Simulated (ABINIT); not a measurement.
Computed results, one entry a study.

```
AgCl (Fm-3m): one start, several treatments of the self-energy
1.0
     0.00000    2.77266    2.77266
     2.77266    0.00000    2.77266
     2.77266    2.77266    0.00000
Ag Cl
1 1
Direct
  0.00000 0.00000 0.00000
  0.50000 0.50000 0.50000
# method: RPA screening on PBE, plane waves, norm-conserving pseudopotentials (and 4 further levels or steps)
# program: ABINIT 10.8.3
# settings: cutoff 37 Ha, PseudoDojo scalar-relativistic 0.4.1 standard, norm-conserving, ngkpt (6, 6, 6), nband 169, ecuteps 7.8 Ha, inclvkb 2, shiftk (0, 0, 0), symchi 1, awtr 1, frequency ppm, 6×6×6 k-mesh
# cost: 7 runs, 4.6 min in all on 8 MPI ranks of Arm Neoverse V2, shared host
# notes: The cell and positions are those that the Materials Project relaxed with its own functionals (PBE, PBE+U or r2SCAN), kept fixed. Limits: d shell near the gap, gap tends to lie low; no spin-orbit coupling. Static COHSEX lies above G0W0: it lacks the factor Z and overstates the Coulomb hole of the filled states. The 6×6×6 mesh is coarse for this cell, which bears on the long-range parts of exchange and screening.
# G0W0, Godby-Needs plasmon pole: 2.178 eV
# G0W0, Hybertsen-Louie plasmon pole: 2.151 eV
# G0W0, von der Linden-Horsch plasmon pole: 2.015 eV
# one-shot COHSEX: 3.145 eV
# one-shot Hartree-Fock: 9.988 eV
# known limits: short of the basis limit; d shell near the gap, gap tends to lie low; no spin-orbit coupling; coarse k mesh
```

[Long decimals in the printed logs are rounded to 6 places.]

[Logs are printed without paths, hosts, clocks, repeated set-up lines and the standing remarks that a program may print on its own settings, such as how far it seeks lower states.]

[Paths, hosts, dates, memory and timing lines, banners, echoed tables and standing remarks are left out of the program output; an Ansatz launch command may be rebuilt from the run's recorded settings. Measured values are a selection of at most five: reports struck by readers or far from the other reports are left out. None is set beside runs whose start may be inverted or whose files or cutoffs have a known fault.]

[Runs of the session that timed out or met a known fault of the program may be left out.]

[Hosts, paths, dates, database ids (printed as entryN), source tags and the programs' standing remarks are cut or masked in the printed files.]

[G0W0 gaps are taken among the corrected bands and points alone; a level outside them can change the order at an edge.]

[Where Ansatz stands beside ABINIT at settings called matched, ABINIT's density can come from a denser mesh and the files from another edition; pairs whose starting gaps differed by over 0.03 eV were left out, so agreement reads better than it is.]
